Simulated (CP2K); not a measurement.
Two runs for the S L₂,₃ edge of 2-trifluoromethylthiazole. Run A: CP2K XAS_TDP, all-electron GAPW, PBEh(45%), aug-cc-pVDZ, TDA, ZORA, spin–orbit coupling. Run B differs in one setting.

First lines with a strength over 0.0003. A:

```
              atom  energy (eV)  states  strength, one atom
S9 (bonded to 2 C)       164.12       1              0.0004
                         164.54       1              0.0022
                         164.86       1              0.0018
                         165.62       2              0.0017
                         166.00       1              0.0046
```

B:

```
              atom  energy (eV)  states  strength, one atom
S9 (bonded to 2 C)       156.11       1              0.0015
                         156.28       4              0.0005
                         156.32       1              0.0014
                         156.40       4              0.0004
                         156.72       1              0.0006
```

Q: Which was it: GW2X switched on, the functional, the basis?

The functional (functional from PBEh(45%) to PBE; the lines alone don't name the new value). A functional moves all lines by electronvolts and changes their spacings and strengths. The lowest line over the strength cut lies at 156.11 eV, against 164.12 eV (PBEh(45%), aug-cc-pVDZ).

[Banner, clock and machine lines of the logs are left out without a mark of their own.]

[Logs are printed without paths, hosts, clocks, repeated set-up lines and the standing remarks that a program may print on its own settings, such as how far it seeks lower states.]

[Hosts, paths, dates, database ids (printed as entryN), source tags and the programs' standing remarks are cut or masked in the printed files.]
